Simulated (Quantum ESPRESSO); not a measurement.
# BaZrO3 (Pm-3m): modes at Γ and the response to a field, part 2 of 3

Which modes does BaZrO3 (Pm-3m) have at the zone centre?

Quantum ESPRESSO 7.5; DFT LDA, scalar-relativistic, plane waves, PseudoDojo norm-conserving pseudopotentials.

So far. Step 4 (Relaxing the cell and atoms): Little changed from the start: no atom moved by 0.005 Å and no cell edge by 0.1 %. Step 5 (Ground state): The cell stands at -0.005 GPa, close enough for phonons. The relaxed cell has a = 4.144 Å (conventional setting).

### Step 6. Zone-centre response

At q = 0 one unit cell holds all displacements; symmetry groups them into irreducible representations that are solved one by one. The response to a field gives ε∞ and the Born charges, which polar modes need.

Input file ph.in:

```
phonons
 &inputph
    prefix='x',
    outdir='./tmp',
    fildyn='g.dyn',
    tr2_ph=1.0d-18,
    epsil=.true.,
 /
0.000000000000 0.000000000000 0.000000000000
```

On the command line:

```
$ OMP_NUM_THREADS=1 mpirun -n 4 ph.x -nk 4 -in ph.in > ph.out
```

The program printed:

```text
[banners, grids, parts of the stress and lines that vanish by symmetry left out]
[banner, memory and clock lines left out]
Program PHONON v.7.5

     ./tmp/x.save/

     IMPORTANT: XC functional enforced from input :
     Exchange-correlation= PW
                           (   1   4   0   0   0   0   0)
     Any further DFT definition will be discarded
     Please, verify this is what you really want

     G-vector sticks info

     Check: negative core charge=   -0.000003
     Reading collected, re-writing distributed wavefunctions in ./tmp/

     Number and degeneracy of irreps per q-point
       N         xq(1)         xq(2)         xq(3)   N irreps
       1   0.000000000   0.000000000   0.000000000       5
        3   3   3   3   3

     Calculation of q =    0.0000000   0.0000000   0.0000000

     phonons

     bravais-lattice index     =            1
     lattice parameter (alat)  =       7.8303  a.u.
     unit-cell volume          =     480.0962 (a.u.)^3
     number of atoms/cell      =            5
     number of atomic types    =            3
     kinetic-energy cut-off    =      72.0000  Ry
     charge density cut-off    =     288.0000  Ry
     convergence threshold     =      1.0E-18
     beta                      =       0.7000
     number of iterations used =            4
     Exchange-correlation= PW
                           (   1   4   0   0   0   0   0)

     celldm(1)=    7.83026  celldm(2)=    0.00000  celldm(3)=    0.00000
     celldm(4)=    0.00000  celldm(5)=    0.00000  celldm(6)=    0.00000

     crystal axes: (cart. coord. in units of alat)
               a(1) = (  1.0000  0.0000  0.0000 )
               a(2) = (  0.0000  1.0000  0.0000 )
               a(3) = (  0.0000  0.0000  1.0000 )

     reciprocal axes: (cart. coord. in units 2 pi/alat)
               b(1) = (  1.0000  0.0000  0.0000 )
               b(2) = (  0.0000  1.0000  0.0000 )
               b(3) = (  0.0000  0.0000  1.0000 )

     Atoms inside the unit cell:

     Cartesian axes

     site n.  atom      mass           positions (alat units)
        1  Ba    137.3270   tau(    1) = (    0.00000    0.00000    0.00000  )
        2  Zr     91.2240   tau(    2) = (    0.50000    0.50000    0.50000  )
        3  O      15.9990   tau(    3) = (    0.00000    0.50000    0.50000  )
        4  O      15.9990   tau(    4) = (    0.50000    0.00000    0.50000  )
        5  O      15.9990   tau(    5) = (    0.50000    0.50000    0.00000  )

     Computing dynamical matrix for
                    q = (   0.0000000   0.0000000   0.0000000 )

     49 Sym.Ops. (with q -> -q+G )

     G cutoff =  447.2856  (  39607 G-vectors)     FFT grid: ( 45, 45, 45)
     number of k points=    20
                       cart. coord. in units 2pi/alat
        k(    1) = (   0.0000000   0.0000000   0.0000000), wk =   0.0092593
        k(    2) = (   0.0000000   0.0000000   0.1666667), wk =   0.0555556
        k(    3) = (   0.0000000   0.0000000   0.3333333), wk =   0.0555556
        [... further k-points left out ...]

     PseudoPot. # 1 for Ba read from file:
     ./pseudo/Ba.upf
     Pseudo is Norm-conserving + core correction, Zval = 10.0

     PseudoPot. # 2 for Zr read from file:
     ./pseudo/Zr.upf
     Pseudo is Norm-conserving + core correction, Zval = 12.0

     PseudoPot. # 3 for O  read from file:
     ./pseudo/O.upf
     Pseudo is Norm-conserving + core correction, Zval =  6.0

     Mode symmetry, O_h (m-3m)  point group:

     Electric field:
     Dielectric constant
     Born effective charges as d Force / d E

     Atomic displacements:
     There are    5 irreducible representations

     Representation     1      3 modes -  To be done

     Representation     2      3 modes -  To be done

     Representation     3      3 modes -  To be done

     Representation     4      3 modes -  To be done

     Representation     5      3 modes -  To be done

     Alpha used in Ewald sum =   2.7000

     Electric Fields Calculation

      iter #   1   av.it.:   7.7
      thresh= 1.000E-02 alpha_mix =  0.700 |ddv_scf|^2 =  3.362E-08

      [... iterations left out ...]
      iter #   9   av.it.:  14.4
      thresh= 1.867E-10 alpha_mix =  0.700 |ddv_scf|^2 =  1.438E-19

     End of electric fields calculation

          Dielectric constant in cartesian axis

          (       4.902014441       0.000000000       0.000000000 )
          (       0.000000000       4.902014441       0.000000000 )
          (       0.000000000       0.000000000       4.902014441 )

          Effective charges (d Force / dE) in cartesian axis without acoustic sum rule applied (asr)

           atom    1  Ba    Mean Z*:        2.73714
      Ex  (        2.73714        0.00000        0.00000 )
      Ey  (        0.00000        2.73714        0.00000 )
      Ez  (        0.00000        0.00000        2.73714 )
           atom    2  Zr    Mean Z*:        6.11484
      Ex  (        6.11484        0.00000        0.00000 )
      Ey  (        0.00000        6.11484        0.00000 )
      Ez  (        0.00000        0.00000        6.11484 )
           atom    3  O     Mean Z*:       -2.95426
      Ex  (       -4.80352        0.00000        0.00000 )
      Ey  (        0.00000       -2.02963        0.00000 )
      Ez  (        0.00000        0.00000       -2.02963 )
           atom    4  O     Mean Z*:       -2.95426
      Ex  (       -2.02963        0.00000        0.00000 )
      Ey  (        0.00000       -4.80352        0.00000 )
      Ez  (        0.00000        0.00000       -2.02963 )
           atom    5  O     Mean Z*:       -2.95426
      Ex  (       -2.02963        0.00000        0.00000 )
      Ey  (        0.00000       -2.02963        0.00000 )
      Ez  (        0.00000        0.00000       -4.80352 )

          Effective charges Sum: Mean:       -0.01081
             -0.01081        0.00000        0.00000
              0.00000       -0.01081        0.00000
              0.00000        0.00000       -0.01081

          Effective charges (d Force / dE) in cartesian axis with asr applied:
           atom    1  Ba    Mean Z*:        2.73930
      E*x (        2.73930        0.00000        0.00000 )
      E*y (        0.00000        2.73930        0.00000 )
      E*z (        0.00000        0.00000        2.73930 )
           atom    2  Zr    Mean Z*:        6.11700
      E*x (        6.11700        0.00000        0.00000 )
      E*y (        0.00000        6.11700        0.00000 )
      E*z (        0.00000        0.00000        6.11700 )
           atom    3  O     Mean Z*:       -2.95210
      E*x (       -4.80135        0.00000        0.00000 )
      E*y (        0.00000       -2.02747        0.00000 )
      E*z (        0.00000        0.00000       -2.02747 )
           atom    4  O     Mean Z*:       -2.95210
      E*x (       -2.02747        0.00000        0.00000 )
      E*y (        0.00000       -4.80135        0.00000 )
      E*z (        0.00000        0.00000       -2.02747 )
           atom    5  O     Mean Z*:       -2.95210
      E*x (       -2.02747        0.00000        0.00000 )
      E*y (        0.00000       -2.02747        0.00000 )
      E*z (        0.00000        0.00000       -4.80135 )

     Representation #   1 modes #   1   2   3

     Self-consistent Calculation

      iter #   1   av.it.:   7.6
      thresh= 1.000E-02 alpha_mix =  0.700 |ddv_scf|^2 =  5.729E-07

      [... iterations left out ...]
      iter #   9   av.it.:  14.7
      thresh= 1.046E-10 alpha_mix =  0.700 |ddv_scf|^2 =  1.046E-19

     End of self-consistent calculation

     Convergence has been achieved

     Representation #   2 modes #   4   5   6

     Self-consistent Calculation

      iter #   1   av.it.:   8.3
      thresh= 1.000E-02 alpha_mix =  0.700 |ddv_scf|^2 =  1.068E-06

      [... iterations left out ...]
      iter #   9   av.it.:  13.8
      thresh= 2.639E-10 alpha_mix =  0.700 |ddv_scf|^2 =  5.426E-20

     End of self-consistent calculation

     Convergence has been achieved

     Representation #   3 modes #   7   8   9

     Self-consistent Calculation

      iter #   1   av.it.:   6.6
      thresh= 1.000E-02 alpha_mix =  0.700 |ddv_scf|^2 =  2.861E-07

      [... iterations left out ...]
      iter #   9   av.it.:  13.9
      thresh= 1.341E-10 alpha_mix =  0.700 |ddv_scf|^2 =  2.760E-20

     End of self-consistent calculation

     Convergence has been achieved

     Representation #   4 modes #  10  11  12

     Self-consistent Calculation

      iter #   1   av.it.:   7.6
      thresh= 1.000E-02 alpha_mix =  0.700 |ddv_scf|^2 =  6.595E-07

      [... iterations left out ...]
      iter #   8   av.it.:  14.5
      thresh= 1.414E-09 alpha_mix =  0.700 |ddv_scf|^2 =  6.386E-19

     End of self-consistent calculation

     Convergence has been achieved

     Representation #   5 modes #  13  14  15

     Self-consistent Calculation

      iter #   1   av.it.:   7.3
      thresh= 1.000E-02 alpha_mix =  0.700 |ddv_scf|^2 =  2.271E-07

      [... iterations left out ...]
      iter #   7   av.it.:  15.1
      thresh= 2.003E-10 alpha_mix =  0.700 |ddv_scf|^2 =  8.200E-20

     End of self-consistent calculation

     Convergence has been achieved

     Number of q in the star =    1
     List of q in the star:
          1   0.000000000   0.000000000   0.000000000

          Dielectric constant in cartesian axis

          (       4.902014441       0.000000000       0.000000000 )
          (       0.000000000       4.902014441       0.000000000 )
          (       0.000000000       0.000000000       4.902014441 )

          Effective charges (d Force / dE) in cartesian axis without acoustic sum rule applied (asr)

           atom    1  Ba    Mean Z*:        2.73714
      Ex  (        2.73714        0.00000        0.00000 )
      Ey  (        0.00000        2.73714        0.00000 )
      Ez  (        0.00000        0.00000        2.73714 )
           atom    2  Zr    Mean Z*:        6.11484
      Ex  (        6.11484        0.00000        0.00000 )
      Ey  (        0.00000        6.11484        0.00000 )
      Ez  (        0.00000        0.00000        6.11484 )
           atom    3  O     Mean Z*:       -2.95426
      Ex  (       -4.80352        0.00000        0.00000 )
      Ey  (        0.00000       -2.02963        0.00000 )
      Ez  (        0.00000        0.00000       -2.02963 )
           atom    4  O     Mean Z*:       -2.95426
      Ex  (       -2.02963        0.00000        0.00000 )
      Ey  (        0.00000       -4.80352        0.00000 )
      Ez  (        0.00000        0.00000       -2.02963 )
           atom    5  O     Mean Z*:       -2.95426
      Ex  (       -2.02963        0.00000        0.00000 )
      Ey  (        0.00000       -2.02963        0.00000 )
      Ez  (        0.00000        0.00000       -4.80352 )

          Effective charges Sum: Mean:       -0.01081
             -0.01081        0.00000        0.00000
              0.00000       -0.01081        0.00000
              0.00000        0.00000       -0.01081

          Effective charges (d Force / dE) in cartesian axis with asr applied:
           atom    1  Ba    Mean Z*:        2.73930
      E*x (        2.73930        0.00000        0.00000 )
      E*y (        0.00000        2.73930        0.00000 )
      E*z (        0.00000        0.00000        2.73930 )
           atom    2  Zr    Mean Z*:        6.11700
      E*x (        6.11700        0.00000        0.00000 )
      E*y (        0.00000        6.11700        0.00000 )
      E*z (        0.00000        0.00000        6.11700 )
           atom    3  O     Mean Z*:       -2.95210
      E*x (       -4.80135        0.00000        0.00000 )
      E*y (        0.00000       -2.02747        0.00000 )
      E*z (        0.00000        0.00000       -2.02747 )
           atom    4  O     Mean Z*:       -2.95210
      E*x (       -2.02747        0.00000        0.00000 )
      E*y (        0.00000       -4.80135        0.00000 )
      E*z (        0.00000        0.00000       -2.02747 )
           atom    5  O     Mean Z*:       -2.95210
      E*x (       -2.02747        0.00000        0.00000 )
      E*y (        0.00000       -2.02747        0.00000 )
      E*z (        0.00000        0.00000       -4.80135 )

     Diagonalizing the dynamical matrix

     q = (    0.000000000   0.000000000   0.000000000 )

 **************************************************************************
     freq (    1) =       0.057954 [THz] =       1.933133 [cm-1]
     freq (    2) =       0.057954 [THz] =       1.933133 [cm-1]
     freq (    3) =       0.057954 [THz] =       1.933133 [cm-1]
     freq (    4) =       2.976390 [THz] =      99.281670 [cm-1]
     freq (    5) =       2.976390 [THz] =      99.281670 [cm-1]
     freq (    6) =       2.976390 [THz] =      99.281670 [cm-1]
     freq (    7) =       5.146500 [THz] =     171.668774 [cm-1]
     freq (    8) =       5.146500 [THz] =     171.668774 [cm-1]
     freq (    9) =       5.146500 [THz] =     171.668774 [cm-1]
     freq (   10) =       5.820179 [THz] =     194.140277 [cm-1]
     freq (   11) =       5.820179 [THz] =     194.140277 [cm-1]
     freq (   12) =       5.820179 [THz] =     194.140277 [cm-1]
     freq (   13) =      15.913393 [THz] =     530.813640 [cm-1]
     freq (   14) =      15.913393 [THz] =     530.813640 [cm-1]
     freq (   15) =      15.913393 [THz] =     530.813640 [cm-1]
 **************************************************************************

     Mode symmetry, O_h (m-3m)  point group:

     freq (   1-   3) =          1.9  [cm-1]   --> T_1u G_15  G_4- I
     freq (   4-   6) =         99.3  [cm-1]   --> T_1u G_15  G_4- I
     freq (   7-   9) =        171.7  [cm-1]   --> T_2u G_25  G_5-
     freq (  10-  12) =        194.1  [cm-1]   --> T_1u G_15  G_4- I
     freq (  13-  15) =        530.8  [cm-1]   --> T_1u G_15  G_4- I
```

Run time: 12 min. Hardware: 4 MPI ranks of Arm Neoverse V1, shared host; 46 min of CPU time.

This step gave:

| Quantity | Value |
| --- | --- |
| miss of the charge sum rule | 0.01080 e |
| largest acoustic frequency at the zone centre before the sum rule | 1.93 cm⁻¹ |
| highest optical zone-centre mode (no LO-TO term) | 530.8 cm⁻¹ |
| lowest optical zone-centre mode | 99.28 cm⁻¹ |
| mean high-frequency dielectric constant | 4.902 |
| largest Born charge in size (third of the trace) | 6.115 e |

Born charge (rows field, columns displacement), before the sum rule (e), principal values of the symmetric part by kind of site:

```tsv
atom	atoms with these values	low	middle	high	mean
Ba1	1	2.74	2.74	2.74	2.74
Zr2	1	6.11	6.11	6.11	6.11
O3	3	-4.80	-2.03	-2.03	-2.95
```

In full for O3:

```
-4.80  0.00  0.00
 0.00 -2.03  0.00
 0.00  0.00 -2.03
```

High-frequency dielectric tensor:

```
4.90 0.00 0.00
0.00 4.90 0.00
0.00 0.00 4.90
```

The acoustic modes at Γ come out as far as 1.9 cm⁻¹ from zero, where they should vanish, a small numerical error; the Born charges miss their sum rule by 0.011 e, which is good.

(Continued in part 3 of 3.)

[Host names and launcher messages were left out of these logs when they were recorded.]

[Logs are printed without paths, hosts, clocks, repeated set-up lines and the standing remarks that a program may print on its own settings, such as how far it seeks lower states.]

[Hosts, paths, dates, database ids (printed as entryN), source tags and the programs' standing remarks are cut or masked in the printed files.]
